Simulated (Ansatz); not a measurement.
# How the smearing shapes the phonons of Pt-Os-Pt stack of (111) layers

Wanted: frequencies of Pt-Os-Pt stack of (111) layers solved wavevector by wavevector at several smearings. The first relaxation steps of the session are not shown, so no cell shown is the starting entry, unless a step says so.

Calculated with Ansatz 0.2.0; DFT PBEsol, scalar-relativistic, plane waves, PAW; PAW set soft_1.

This is a report of a sequence of runs, with most program output left out.

### 1. The cell after earlier relaxation steps

The cell holds 3 atoms: 2 Pt and 1 Os. Cell: a = 2.687 Å, b = 2.687 Å, c = 32.649 Å, α = 90.0°, β = 90.0°, γ = 120.0°. Vacuum lies along c.

Structure file:

```cif
data_structure
_symmetry_space_group_name_H-M 'P 1'
_symmetry_Int_Tables_number 1
_cell_length_a 2.6874
_cell_length_b 2.6874
_cell_length_c 32.6491
_cell_angle_alpha 90.000
_cell_angle_beta 90.000
_cell_angle_gamma 120.000
_cell_volume 204.20
loop_
_atom_site_label
_atom_site_type_symbol
_atom_site_fract_x
_atom_site_fract_y
_atom_site_fract_z
_atom_site_occupancy
Pt1 Pt 0.00000 0.00000 0.16801 1
Os2 Os 0.33333 0.66667 0.23622 1
Pt3 Pt 0.66667 0.33333 0.30443 1
```

### 2. Relaxing tightly for phonons

Phonons are second derivatives about the minimum, so the remaining forces must be small: the thresholds are tightened. Earlier relaxation steps are not shown.

input.yaml

```yaml
crystal:
  lattice:
    - [2.68738223, 0.0, 0.0]
    - [-1.343691115, 2.3273412809, 0.0]
    - [0.0, 0.0, 32.6490652006]
  atoms:
    - { symbol: Pt, position: [0.0, 0.0, 0.1680061114] }
    - { symbol: Os, position: [0.3333333333, 0.6666666667, 0.2362170234] }
    - { symbol: Pt, position: [0.6666666667, 0.3333333333, 0.3044279354] }
  periodic: [true, true, false]
kpoints:
  mp_grid: { grid: [12, 12, 1] }
hamiltonian:
  xc: pbesol
  pseudopotentials: { kind: paw, azcp: { folder: soft_1 }, xc_functional: pbe }
scf:
  occupations: { method: methfessel_paxton, width: 0.2 }
output:
  forces: true
  stress: true
  eigenvalues: true
  write_density: true
  write_potential: true
  elf: true
  volumetric_format: npy
relax:
  adjacent_minimum: "off"
  f_tol: 0.001
  max_steps: 60
  cell: { stress_2d_tol: 0.002 }
```

The run is started by

```bash
> ansatz run input.yaml --threads 4 --pin off --max-ram 12288MiB --backend cpu --events-out ev --progress --plain --runs-dir out
```

The job ended after 10 s (4 threads of Intel Xeon Platinum 8559C (Emerald Rapids), shared host; peak memory 0.62 GiB; 37 s of CPU time).

Little changed from the start: no atom moved by 0.005 Å and no cell edge by 0.1 %.

Numbers from this step:

```yaml
metallic_on_mesh: yes
gap_on_the_k_mesh: 0 eV
```

Electrostatic potential energy in the ca plane at fractional y = 0.000, with atoms of Pt within 0.2 Å of it. With pseudopotentials it is smooth inside the atoms' cores, unlike the true potential.

Values in eV, 5 rows by 16 columns, each cell a mean:
```
  0   0   0  -1 -15 -60 -28  -8  -6  -6  -6  -1   0   0   0   0
  0   0   0   0  -5 -26 -11 -22 -15 -15 -19  -2   0   0   0   0
  0   0   0   0  -3 -10  -7 -30 -20 -22 -27  -2   0   0   0   0
  0   0   0   0  -8 -43 -16 -16 -11 -11 -13  -2   0   0   0   0
  0   0   0  -1 -18 -61 -31  -6  -5  -5  -5  -1   0   0   0   0
```
Columns run along c (16.0 Å, from fractional 0.00 to 0.49 of the cell; values clipped at the 3rd and 97th percentile), rows up along a (2.7 Å). Atoms in or near the plane, at fractional coordinates: Pt at (0.17, 0.00).

Valence density in the ca plane at fractional y = 0.000, with atoms of Pt within 0.2 Å of it. It is the smooth field of the valence electrons, not physical close to the nuclei.

Ten steps, logarithmic in the rise over the least value, from '0' (0 e/Å³) to '9' (11 e/Å³), each cell a mean:
```
00000000000137999643333222233210000000000000
00000000000135787533343322343311000000000000
00000000000123454333454333455321000000000000
00000000000012333223565434566421000000000000
00000000000012343333555333565421000000000000
00000000000124676433444323444321000000000000
00000000000136898633333222333210000000000000
00000000000147999743332222222210000000000000
```
Columns run along c (16.0 Å, from fractional 0.00 to 0.49 of the cell), rows up along a (2.7 Å). Atoms in or near the plane, at fractional coordinates: Pt at (0.17, 0.00).

ELF in the ca plane at fractional y = 0.000, with atoms of Pt within 0.2 Å of it. It is the smooth field of the valence electrons, not physical close to the nuclei.

Ten even steps from '0' (0.00) to '9' (0.60), each cell a mean:
```
00000000012358999754555433344443100000000000
00000000012346888654455433444443210000000000
00000000011344565444565444566543210000000000
00000000001244544444676455677643210000000000
00000000001344554444675455566543210000000000
00000000012345777554455444455443210000000000
00000000012357999754455433344443100000000000
00000000012458999754565422345443100000000000
```
Columns run along c (16.0 Å, from fractional 0.00 to 0.49 of the cell), rows up along a (2.7 Å). Atoms in or near the plane, at fractional coordinates: Pt at (0.17, 0.00).

### 3. Wavevectors along a line: Fermi–Dirac smearing of 0.1 eV

Each wavevector is solved by itself, so no interpolation smooths a dip of the branch.

input.yaml

```yaml
crystal:
  lattice:
    - [2.6875918268, 0.0, 0.0]
    - [-1.3437959134, 2.3275227971, 0.0]
    - [0.0, 0.0, 32.6490652006]
  atoms:
    - { symbol: Pt, position: [0.0, 0.0, 0.1680307782] }
    - { symbol: Os, position: [0.3333333333, 0.6666666667, 0.2362170234] }
    - { symbol: Pt, position: [0.6666666667, 0.3333333333, 0.3044032686] }
  periodic: [true, true, false]
kpoints:
  mp_grid: { grid: [18, 18, 1] }
hamiltonian:
  xc: pbesol
  pseudopotentials: { kind: paw, azcp: { folder: soft_1 }, xc_functional: pbe }
scf:
  occupations: { method: fermi_dirac, width: 0.1 }
output:
  eigenvalues: true
phonons:
  method: dfpt
  qpoints:
    - [0, 0, 0]
    - [0.166666667, 0.0, 0.0]
    - [0.333333333, 0.0, 0.0]
    - [0.5, 0.0, 0.0]
```

Wall time 9.6 min (4 threads); peak memory 3.9 GiB.

Each wavevector solved by linear response. Table of frequency by |q| along the line; 7 of 9 lines:

| \|q\| along the line (Å⁻¹) | mode 1 (cm⁻¹) | mode 2 (cm⁻¹) | mode 3 (cm⁻¹) | mode 4 (cm⁻¹) | mode 5 (cm⁻¹) | mode 6 (cm⁻¹) | mode 7 (cm⁻¹) |
| --- | --- | --- | --- | --- | --- | --- | --- |
| 0.000 | 0 | 0 | 0 | 58.7 | 58.7 | 102 | 102 |
| 0.450 | 40.1 | 60.3 | 78.6 | 83.8 | 107 | 116 | 120 |
| 0.900 | 68.6 | 93.2 | 98.0 | 110 | 115 | 127 | 157 |
| 1.350 | 55.2 | 107 | 115 | 125 | 127 | 135 | 146 |

### 4. Phonons along a line: Fermi–Dirac smearing of 0.25 eV

The smearing blurs the Fermi surface that screens the phonons; a Fermi–Dirac width is an electronic temperature.

Edit input.yaml of step 3 so:

```diff
@@ -16,3 +16,3 @@
 scf:
-  occupations: { method: fermi_dirac, width: 0.1 }
+  occupations: { method: fermi_dirac, width: 0.25 }
 output:
```

Wider smearing eases the sum over k-points of a metal but moves the result away from its zero-temperature value.

The job ended after 9.4 min (4 threads; peak memory 4.2 GiB; 36 min of CPU time).

Each wavevector solved by linear response. Frequency against |q| along the line; 7 of 9 lines:

| \|q\| along the line (Å⁻¹) | mode 1 (cm⁻¹) | mode 2 (cm⁻¹) | mode 3 (cm⁻¹) | mode 4 (cm⁻¹) | mode 5 (cm⁻¹) | mode 6 (cm⁻¹) | mode 7 (cm⁻¹) |
| --- | --- | --- | --- | --- | --- | --- | --- |
| 0.000 | 0 | 0 | 0 | 57.6 | 57.6 | 98.6 | 98.6 |
| 0.450 | 39.8 | 60.8 | 79.7 | 88.5 | 108 | 115 | 121 |
| 0.900 | 72.2 | 94.6 | 100 | 109 | 120 | 127 | 162 |
| 1.350 | 69.8 | 104 | 109 | 123 | 125 | 132 | 158 |

Against step 3 (now smearing width 0.25 eV), the free energy moves by -112.7 meV an atom.

### 5. Wavevectors along a line: Fermi–Dirac smearing of 0.04 eV

Edit input.yaml of step 4 so:

```diff
@@ -16,3 +16,3 @@
 scf:
-  occupations: { method: fermi_dirac, width: 0.25 }
+  occupations: { method: fermi_dirac, width: 0.04 }
 output:
```

Narrower smearing comes nearer the zero-temperature value but asks more of the mesh.

Elapsed: 13 min, on 4 threads; peak memory 3.9 GiB; 47 min of CPU time.

Each wavevector solved by linear response. Table of frequency by |q| along the line; 7 of 9 lines:

| \|q\| along the line (Å⁻¹) | mode 1 (cm⁻¹) | mode 2 (cm⁻¹) | mode 3 (cm⁻¹) | mode 4 (cm⁻¹) | mode 5 (cm⁻¹) | mode 6 (cm⁻¹) | mode 7 (cm⁻¹) |
| --- | --- | --- | --- | --- | --- | --- | --- |
| 0.000 | 0 | 0 | 0 | 59.0 | 59.0 | 103 | 103 |
| 0.450 | 40.0 | 60.4 | 78.1 | 81.7 | 108 | 116 | 119 |
| 0.900 | 67.7 | 93.5 | 96.6 | 111 | 115 | 128 | 156 |
| 1.350 | 48.3 | 107 | 120 | 125 | 127 | 135 | 146 |

Against step 3 (now smearing width 0.04 eV), the free energy moves by +20.4 meV an atom.

### 6. Phonons along a line: Methfessel–Paxton smearing of 0.2 eV

Edit input.yaml of step 5 so:

```diff
@@ -16,3 +16,3 @@
 scf:
-  occupations: { method: fermi_dirac, width: 0.04 }
+  occupations: { method: methfessel_paxton, width: 0.2 }
 output:
```

It took 13 min on 4 threads; peak memory 3.9 GiB.

Each wavevector solved by linear response. Frequency against |q| along the line; 7 of 9 lines:

| \|q\| along the line (Å⁻¹) | mode 1 (cm⁻¹) | mode 2 (cm⁻¹) | mode 3 (cm⁻¹) | mode 4 (cm⁻¹) | mode 5 (cm⁻¹) | mode 6 (cm⁻¹) | mode 7 (cm⁻¹) |
| --- | --- | --- | --- | --- | --- | --- | --- |
| 0.000 | 0 | 0 | 0 | 59.0 | 59.0 | 103 | 103 |
| 0.450 | 39.9 | 60.1 | 77.8 | 81.2 | 107 | 116 | 119 |
| 0.900 | 66.8 | 93.3 | 96.4 | 111 | 114 | 128 | 155 |
| 1.350 | 44.2 | 108 | 121 | 125 | 127 | 135 | 143 |

Against step 3 (now occupations Methfessel-Paxton and smearing width 0.2 eV), the free energy moves by +24.3 meV an atom.

### 7. Smearing and the soft branch

The lowest frequency by |q| along the line:

| \|q\| along the line (Å⁻¹) | fermi dirac 0.1 eV, k 18x18x1 (cm⁻¹) | fermi dirac 0.25 eV, k 18x18x1 (cm⁻¹) | fermi dirac 0.04 eV, k 18x18x1 (cm⁻¹) | methfessel paxton 0.2 eV, k 18x18x1 (cm⁻¹) |
| --- | --- | --- | --- | --- |
| 0.000 | 0 | 0 | 0 | 0 |
| 0.450 | 40.1 | 39.8 | 40.0 | 39.9 |
| 0.900 | 68.6 | 72.2 | 67.7 | 66.8 |
| 1.350 | 55.2 | 69.8 | 48.3 | 44.2 |

### 8. What came out

```yaml
phonon_run_of_the_rows_without_a_label_of_their_own: PBEsol, k 18×18×1
lowest_branch_at_the_last_solved_point_fermi_dirac_0p1_ev: 55.2 cm⁻¹ at |q| = 1.35 Å⁻¹
lowest_branch_at_the_last_solved_point_fermi_dirac_0p25_ev: 69.8 cm⁻¹ at |q| = 1.35 Å⁻¹
lowest_branch_at_the_last_solved_point_fermi_dirac_0p04_ev: 48.3 cm⁻¹ at |q| = 1.35 Å⁻¹
lowest_branch_at_the_last_solved_point_methfessel_paxton_0p2_ev: 44.2 cm⁻¹ at |q| = 1.35 Å⁻¹
```

A branch softens as the smearing narrows, the mark of a Kohn anomaly. The line holds 4 wavevectors, so a narrow dip between them would be missed. Between Fermi–Dirac 0.25 eV and Fermi–Dirac 0.04 eV the largest change, with modes counted by rank of frequency, is in mode 1 at |q| = 1.35 Å⁻¹, from 69.8 to 48.3 cm⁻¹, a softening that marks strong screening by the Fermi surface at that wavevector. Where branches cross, a count by rank can hide a softening. At the narrowest width the k mesh may not resolve the Fermi surface, so part of the change can be mesh noise. Spin–orbit coupling, left out here, matters for Os and Pt. The PAW files were made for PBE; under other functionals the run regenerates their frozen core. The structure was built by hand as an ordered model, and its stability against other phases was not tested.

[Logs are printed without paths, hosts, clocks, repeated set-up lines and the standing remarks that a program may print on its own settings, such as how far it seeks lower states.]

[Hosts, paths, dates, database ids (printed as entryN), source tags and the programs' standing remarks are cut or masked in the printed files.]
